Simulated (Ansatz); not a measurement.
# CsZnH3 in P4/mbm, a phase reached by a soft mode: a soft mode frozen in, part 3 of 3

Which phase does CsZnH3 in P4/mbm, a phase reached by a soft mode fall into along its unstable mode, and how much energy does it gain?

Ansatz 0.2.0; DFT r2SCAN, scalar-relativistic, plane waves, PAW; PAW set soft_1.

So far. Step 5 (Energy along the mode, all amplitudes (two of the runs …): The lowest of the steps tried is at 0.32 Å, 9.87 meV/atom below the parent; the bottom of the well need not coincide with a step. Step 7 (The new phase in its own primitive cell): The largest force component left is 0.52 meV/Å and the pressure is 0.000 GPa, within the tolerances set. The cell now holds 18.67 Å³/atom.

The structure was built from a prototype and need not be the compound's stable phase.

**8. Modes of the new phase**

A relaxed structure may still be a saddle point, so its zone-centre modes are computed. The response to a homogeneous field gives the Born charges and the dielectric tensor.

Input file input.yaml:

```yaml
crystal:
  lattice:
    - [5.927903034, 0.0, 0.0]
    - [0.0, 5.927903034, 0.0]
    - [0.0, 0.0, 5.3127044245]
  atoms:
    - { symbol: Cs, position: [0.5, 0.5, 0.0294963537] }
    - { symbol: Cs, position: [0.0, 0.0, 0.0294963537] }
    - { symbol: Zn, position: [0.0, 0.5, 0.5638645355] }
    - { symbol: Zn, position: [0.5, 0.0, 0.5638645355] }
    - { symbol: H, position: [0.1737101989, 0.3262898011, 0.4413613099] }
    - { symbol: H, position: [0.8262898011, 0.6737101989, 0.4413613099] }
    - { symbol: H, position: [0.3262898011, 0.8262898011, 0.4413613099] }
    - { symbol: H, position: [0.6737101989, 0.1737101989, 0.4413613099] }
    - { symbol: H, position: [0.0, 0.5, 0.8679630063] }
    - { symbol: H, position: [0.5, 0.0, 0.8679630063] }
kpoints:
  mp_grid: { grid: [4, 4, 4] }
hamiltonian:
  xc: r2scan
  pseudopotentials: { kind: paw, azcp: { folder: soft_1 } }
scf:
  occupations: { method: fixed }
output:
  eigenvalues: true
phonons:
  method: dfpt
  dielectric: true
  rigid_motions: translations
```

Command:

```console
> ansatz run input.yaml --threads 4 --pin off --max-ram 16384MiB --backend cpu --events-out ev --progress --plain --runs-dir out
```

Numbers of over 12 decimals in the logs are rounded to 6 here.

The program printed:

```text
[...]
Crystal: 10 atoms, lattice volume = 186.689 Å³
Basis set: ecut = 500 eV, 4711 PW (Γ), exchange–correlation on 288×288×240 points (216 copies of the dense FFT grid, shifted against one another)
Bands: 34, of which v1, the nominal top of the filled ones, is band 24 counted from 1 (23 counted from 0)
Symmetry: 8 space group operations
k-points: 36 of 64 (irreducible under 1 space group operation, time reversal used)
[...]
SCF iter   1: F=—  HF=-18124.358311 eV  |F-HF|=—  |Δ(HF+E_count)|=         —  Δρ=9.53e-2  dr2=1.37e1  dr2_τ=5.38e-2  ethr=3.10e-3  ⟨swp⟩=5.0  Hψ=4979  notcnv=0  defer=269
[...]
SCF iter  12: F=-18120.916857 eV  HF=-18120.916857 eV  |F-HF|=2.91e-11  |Δ(HF+E_count)|=  3.64e-11  Δρ=8.17e-8  dr2=9.62e-12  dr2_τ=1.33e-13  ethr=1.00e-12  ⟨swp⟩=17.2  Hψ=9282  notcnv=0
SCF 1 converged in 12 iterations: F = -18120.916857 eV  dr2 = 9.62e-12
[...]
DFPT response loops at Γ: preconditioner auto → none (the input reference at scf.mixing.eps_inf says where Resta's filter doesn't serve); β = 0.50; Broyden in place of MSR1
[...]
Bands: 25, of which v1, the nominal top of the filled ones, is band 24 counted from 1 (23 counted from 0)
k-points: 6 of 64 (time reversal used)
[...]
Eigensolver: Dense (6 Hₖ)
SCF iter   1: F=—  HF=-18120.837952 eV  |F-HF|=—  |Δ(HF+E_count)|=         —  Δρ=3.42e-4  dr2=5.48e-5  dr2_τ=1.98e-5  ethr=1.00e-1
[...]
SCF iter   5: F=-18120.838055 eV  HF=-18120.838055 eV  |F-HF|=9.39e-9  |Δ(HF+E_count)|=   2.64e-7  Δρ=2.93e-6  dr2=8.15e-9  dr2_τ=8.22e-10  ethr=5.95e-10
SCF 1 converged in 5 iterations: F = -18120.838055 eV  dr2 = 8.15e-9
[...]
SCF converged after 12 iterations
Free energy (F): -18120.916857 eV
[...]
Internal energy: -18120.916857 eV  (E = F + TS)
E sigma→0 (E₀):  -18120.916857 eV
Fermi energy:    2.420685 eV
[...]
--- Band table (eV; the first three rows and the last of 36) ---
  k-point 0: bands = [... 20 lower, 1.3748, 1.3748, 1.8287, 2.4207, 6.8005, 6.8118, 7.5399, 7.6791, ... 6 higher]
  k-point 1: bands = [... 20 lower, 1.1893, 1.1893, 1.3104, 1.9361, 6.7229, 7.4461, 7.4461, 7.4472, ... 6 higher]
  k-point 2: bands = [... 20 lower, 0.7440, 1.0159, 1.0159, 1.4538, 6.9469, 7.2061, 7.2061, 8.0233, ... 6 higher]
  k-point 35: bands = [... 20 lower, 1.2966, 1.2966, 1.8657, 1.8657, 6.8768, 6.8768, 8.4046, 8.4046, ... 6 higher]
[...]
ASR residual: 1.133e-4 → 0.000e0 eV/Å²; symmetrization residual: 1.495e-6 eV/Å²
[...]
ε∞ (high-frequency dielectric tensor):
        3.254942     0.000000    -0.000000
        0.000000     3.254942     0.000000
       -0.000000     0.000000     3.171861
[...]
Born effective charges Z* (e; rows j = field, columns β = displacement):
    site 0:
         1.17475    0.03169    0.00000
        -0.03169    1.17475   -0.00000
         0.00000   -0.00000    1.26077
    site 1:
         1.17475   -0.03169   -0.00000
         0.03169    1.17475   -0.00000
         0.00000    0.00000    1.26077
    site 2:
         1.16587   -0.04044    0.00000
        -0.04044    1.16587   -0.00000
         0.00000   -0.00000    1.00812
    site 3:
         1.16587    0.04044    0.00000
         0.04044    1.16587    0.00000
         0.00000    0.00000    1.00812
    site 4:
        -0.84343    0.21674    0.05559
         0.21674   -0.84343   -0.05559
         0.08824   -0.08824   -0.64860
    site 5:
        -0.84343    0.21674   -0.05559
         0.21674   -0.84343    0.05559
        -0.08824    0.08824   -0.64860
    site 6:
        -0.84343   -0.21674   -0.05559
        -0.21674   -0.84343   -0.05559
        -0.08824   -0.08824   -0.64860
    site 7:
        -0.84343   -0.21674    0.05559
        -0.21674   -0.84343    0.05559
         0.08824    0.08824   -0.64860
    site 8:
        -0.65376    0.03225   -0.00000
         0.03225   -0.65376   -0.00000
        -0.00000   -0.00000   -0.97169
    site 9:
        -0.65376   -0.03225   -0.00000
        -0.03225   -0.65376   -0.00000
        -0.00000   -0.00000   -0.97169
  Z* charge neutrality: 9.023e-3 e pre-enforcement
[...]
optical modes at Γ without the LO–TO term, one row a degenerate level:
      ω (cm⁻¹)  modes    IR ((D/Å)²/amu)
        -91.25      2             6.9506
         42.80      1             0.0000
         45.27      2             0.3686
         81.72      2             0.9381
         86.40      1             0.0000
         89.92      1             1.4848
        253.51      2             6.4724
[...]
optical modes at Γ + LO–TO along q̂ = [1.0000, 0.0000, 0.0000]:
      ω (cm⁻¹)  modes    IR ((D/Å)²/amu)
[...]
optical modes at Γ + LO–TO along q̂ = [0.0000, 1.0000, 0.0000]:
      ω (cm⁻¹)  modes    IR ((D/Å)²/amu)
[...]
optical modes at Γ + LO–TO along q̂ = [0.0000, 0.0000, 1.0000]:
      ω (cm⁻¹)  modes    IR ((D/Å)²/amu)
[...]
391.11      1             0.0000
        473.34      2             1.2877
        555.34      1             0.0000
        600.85      1             0.0000
        656.68      2            98.5485
        662.46      1            29.9870
        737.27      2             0.1212
       1558.21      1             0.0000
       1603.95      1            52.3088
       1617.94      2            66.8385
       1646.32      1             1.4563
       1684.73      1             0.0000
```

The job ended after 6.3 min (4 threads of Arm Neoverse V1, shared host; peak memory 5.5 GiB).

This step gave:

| Item | Value |
| --- | --- |
| sum-rule residual before enforcement | 1.13e-4 eV/Å² |
| miss of the charge sum rule | 0.009023 e |
| estimated error of the dielectric tensor | 0.01017 |
| estimated error of the Born charges | 0.01609 e |
| point group | 4mm |
| highest optical mode at the zone centre (no LO-TO term) | 1685 cm⁻¹ |
| lowest optical zone-centre mode | -91.25 cm⁻¹ |
| mean high-frequency dielectric constant | 3.227 |
| largest Born charge (third of the trace) | 1.203 e |
| top of the zone-centre spectrum with the field | 1685 cm⁻¹ |

Patterns of degenerate modes are one choice out of their space. The modes at Γ (shares of kinetic energy by element, %) (negative means imaginary):

| mode | frequency (cm⁻¹) | symmetry | Cs % | Zn % | H % |
| --- | --- | --- | --- | --- | --- |
| 1 | -91.2 | E | 1 | 79 | 20 |
| 2 | -91.2 | E | 1 | 79 | 20 |
| 3 | 0.0 | acoustic | 66 | 32 | 2 |
| 4 | 0.0 | acoustic | 66 | 32 | 2 |
| 5 | 0.0 | acoustic | 66 | 32 | 2 |
| 6 | 42.8 | A2 | 100 | 0 | 0 |
| 7 | 45.3 | E | 92 | 5 | 3 |
| 8 | 45.3 | E | 92 | 5 | 3 |
| 9 | 81.7 | E | 37 | 61 | 2 |
| 10 | 81.7 | E | 37 | 61 | 2 |
| 11 | 86.4 | B2 | 0 | 96 | 4 |
| 12 | 89.9 | A1 | 34 | 63 | 3 |
| 13 | 253.5 | E | 4 | 16 | 80 |
| 14 | 253.5 | E | 4 | 16 | 80 |
| 15 | 391.1 | B1 | 0 | 0 | 100 |
| 16 | 473.3 | E | 0 | 0 | 99 |
| 17 | 473.3 | E | 0 | 0 | 99 |
| 18 | 555.3 | B2 | 0 | 3 | 97 |
| 19 | 567.2 | A1 | 0 | 3 | 97 |
| 20 | 600.9 | A2 | 0 | 0 | 100 |
| 21 | 656.7 | E | 0 | 2 | 98 |
| 22 | 656.7 | E | 0 | 2 | 98 |
| 23 | 737.3 | E | 0 | 2 | 98 |
| 24 | 737.3 | E | 0 | 2 | 98 |
| 25 | 1546.4 | A1 | 0 | 1 | 99 |
| 26 | 1558.2 | B2 | 0 | 1 | 99 |
| 27 | 1617.9 | E | 0 | 2 | 98 |
| 28 | 1617.9 | E | 0 | 2 | 98 |
| 29 | 1645.7 | A1 | 0 | 0 | 100 |
| 30 | 1684.7 | B2 | 0 | 0 | 100 |

Displacements in mode 1 (-91.2 cm⁻¹), the largest set to 1:
```
Cs1  0.03  0.00  0.00
Cs2  0.02 -0.03  0.00
Zn3 -0.22  0.35  0.00
Zn4  0.14 -0.30  0.00
H5  -0.74  0.65 -1.00
H6  -0.74  0.65  1.00
H7  -0.36 -0.06  0.30
H8  -0.36 -0.06 -0.30
H9   0.23 -0.11  0.00
H10  0.25 -0.14  0.00
```

Displacements in mode 16 (473.3 cm⁻¹), the largest set to 1:
```
Cs1  0.00 -0.01  0.00
Cs2  0.00  0.00  0.00
Zn3 -0.01  0.01  0.00
Zn4  0.00  0.00  0.00
H5   0.22  0.25 -0.11
H6   0.22  0.25  0.11
H7   0.54 -0.55  0.05
H8   0.54 -0.55 -0.05
H9  -0.25 -0.55  0.00
H10 -0.87  1.00  0.00
```

Optical modes at the zone centre, without and with the macroscopic field of the longitudinal modes; each column is sorted by frequency, so a row need not hold one and the same mode. Modes with and without the field, by row:

| rank among optical modes | no field (cm⁻¹) | q along (1, 0, 0) (cm⁻¹) | q along (0, 0, 1) (cm⁻¹) |
| --- | --- | --- | --- |
| 1 | -91.2 | -91.2 | -91.2 |
| 2 | -91.2 | -46.1 | -91.2 |
| 3 | 42.8 | 42.8 | 42.8 |
| 4 | 45.3 | 45.3 | 45.3 |
| 5 | 45.3 | 52.2 | 45.3 |
| 6 | 81.7 | 81.7 | 81.7 |
| 7 | 81.7 | 86.4 | 81.7 |
| 8 | 86.4 | 89.9 | 86.4 |
| 9 | 89.9 | 92.8 | 108.2 |
| 10 | 253.5 | 253.5 | 253.5 |
| 11 | 253.5 | 269.5 | 253.5 |
| 12 | 391.1 | 391.1 | 391.1 |
| 13 | 473.3 | 473.3 | 473.3 |
| 14 | 473.3 | 474.7 | 473.3 |
| 15 | 555.3 | 555.3 | 555.3 |
| 16 | 567.2 | 567.2 | 600.9 |
| 17 | 600.9 | 600.9 | 656.7 |
| 18 | 656.7 | 656.7 | 656.7 |
| 19 | 656.7 | 737 | 662.5 |
| 20 | 737.3 | 737.3 | 737.3 |
| 21 | 737.3 | 776.9 | 737.3 |
| 22 | 1546 | 1546 | 1558 |
| 23 | 1558 | 1558 | 1604 |
| 24 | 1618 | 1618 | 1618 |
| 25 | 1618 | 1646 | 1618 |
| 26 | 1646 | 1657 | 1646 |
| 27 | 1685 | 1685 | 1685 |

Born charge (rows field, columns displacement) (e), principal values of the symmetric part by kind of site:

| atom | atoms with these values | low | middle | high | mean |
| --- | --- | --- | --- | --- | --- |
| Cs1 | 2 | 1.17 | 1.17 | 1.26 | 1.20 |
| Zn3 | 2 | 1.01 | 1.13 | 1.21 | 1.11 |
| H5 | 4 | -1.08 | -0.63 | -0.62 | -0.78 |
| H9 | 2 | -0.97 | -0.69 | -0.62 | -0.76 |

In full for H5:

```
-0.84  0.22  0.06
 0.22 -0.84 -0.06
 0.09 -0.09 -0.65
```

High-frequency dielectric tensor:

```
3.25 0.00 0.00
0.00 3.25 0.00
0.00 0.00 3.17
```

Transverse modes; imaginary modes are left out. Infrared lines, with heights relative to the strongest:

| position (cm⁻¹) | label | relative intensity |
| --- | --- | --- |
| 43 | A2 | 0.0 |
| 45 | E | 0.4 |
| 82 | E | 1.0 |
| 86 | B2 | 0.0 |
| 90 | A1 | 1.5 |
| 254 | E | 6.6 |
| 391 | B1 | 0.0 |
| 473 | E | 1.3 |
| 555 | B2 | 0.0 |
| 567 | A1 | 36 |
| 601 | A2 | 0.0 |
| 657 | E | 100 |
| 737 | E | 0.1 |
| 1546 | A1 | 48 |
| 1558 | B2 | 0.0 |
| 1618 | E | 68 |
| 1646 | A1 | 0.2 |
| 1685 | B2 | 0.0 |

Before it was imposed, the acoustic sum rule was missed by 1.1e-4 eV/Å² and the charge sum rule by 0.0090 e. Small misses are needed for a sound result but don't prove that mesh and cutoff are converged. The lowest optical mode is imaginary, 91.2i cm⁻¹, so the energy falls along it.

**9. The phases reached**

The phases reached along the modes that were followed are set side by side.

Energies are those of the first relaxation, on the mesh of the frozen mode; space group, volume and gap are those of the last relaxation. Phases, by row:

| mode frozen in | space group | energy from parent (meV/atom) | volume (Å³/atom) | gap on mesh (eV) | lowest zone-centre optical mode (cm⁻¹) | largest shift (Å) |
| --- | --- | --- | --- | --- | --- | --- |
| parent | P4/mbm | 0 | 15.78 | 1.399 | – | – |
| q = (0, 0, 0), 520i cm⁻¹ | P4bm | -95.31 | 18.67 | 3.87 | -91.2 | 0.536 |

**10. Results**

| Quantity | Value |
| --- | --- |
| unstable mode of the parent | q = (0, 0, 0), 520i cm⁻¹ |
| depth at the lowest point sampled | 9.87 meV/atom |
| largest atomic shift at that point | 0.32 Å |
| space group reached (within 0.01 Å) | P4bm |
| energy gained over the parent (first relaxation, on the mesh of the frozen mode) | 95.3 meV/atom |
| volume per atom, phase reached | 18.7 Å³ |
| gap on the k-mesh, phase reached | 3.87 eV |
| lowest optical zone-centre mode, phase reached | -91.2 cm⁻¹ |
| highest optical mode at the zone centre (no LO-TO term), phase reached | 1685 cm⁻¹ |

In words: Along this mode the structure falls into P4bm, 95.3 meV/atom below the parent. At the parent's cell the well is 9.87 meV/atom deep on the steps tried, with its lowest point at a shift of 0.32 Å. Relaxing atoms and cell changes the gain by +85.44 meV/atom against the lowest step (energies at zero smearing). Most of the total comes from this relaxation. The new phase still has an imaginary mode at the zone centre of its cell, so it is a saddle point on the way to a lower structure. Each path keeps the symmetry of its pattern, so a lower phase may lie along a pattern not tried. With the field response the log warns that the k mesh is coarse for the force constants too, so the frequencies may not be converged. Spin-orbit coupling is left out, which can matter for the heavy elements here. The starting cell was built on a prototype and not taken from a measurement, so the phase need not exist.

[Logs are printed without paths, hosts, clocks, repeated set-up lines and the standing remarks that a program may print on its own settings, such as how far it seeks lower states.]

[Hosts, paths, dates, database ids (printed as entryN), source tags and the programs' standing remarks are cut or masked in the printed files.]
